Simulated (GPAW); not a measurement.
# The O K excitation threshold of HfO2 (P2_1/c) under uniform strain

For each volume the threshold was computed as E(hole) − E(ground) plus the lowest empty eigenvalue of the hole cell (GPAW, revPBE, 12-atom cell, total energies on 4×4×4 k points, the eigenvalue on 5×5×5, hole spin-paired, without spin-orbit coupling). The values are raw, 9 eV above the value with the free atom's term for the hole's spin taken off; only their change is used. The threshold is the spectrum's zero, where absorption may be weak, not the visible edge.

| volume | ln(V/V₀) | threshold (eV) |
| --- | --- | --- |
| V × 0.94 | -0.06188 | 540.552 |
| V × 0.97 | -0.03046 | ? |
| V × 1 | +0.00000 | 540.387 |
| V × 1.03 | +0.02956 | 540.299 |
| V × 1.06 | +0.05827 | 540.212 |

**Question.** Fit a straight line in ln(V/V₀), give its slope, and predict the threshold at V × 0.97.

The means of the given rows are x̄ = +0.00649 and Ē = 540.362 eV. Σ(x − x̄)(E − Ē) = -0.02237 and Σ(x − x̄)² = 0.00793, so the slope is -2.82 eV, and the line passes the given rows within 0.006 eV. At x = -0.03046 it gives 540.362 + (-2.82) × (-0.03695) = 540.467 eV. The run gives 540.467 eV, a miss of -0.000 eV over a total move of -0.340 eV. The slope is the clamped-ion volume deformation potential of the lowest empty level of the hole cell on this mesh (the hole may pull it below the band edge) against the O 1s level, with the hole's relaxation included: the threshold falls by 0.028 eV for 1 % of expansion. The charged cell's image error also scales with the cell's size and isn't taken out.

[Hosts, paths, dates, database ids (printed as entryN), source tags and the programs' standing remarks are cut or masked in the printed files.]

[Lists of maxima count a maximum above −3 eV only where it reaches 4 % of the highest in the window and stands out from its surroundings by 2 % of it (1.5 % where it reaches 55 %); shoulders and weaker maxima are passed over, and of the rest the first, up to two pre-edge ones and the few strongest are named.]
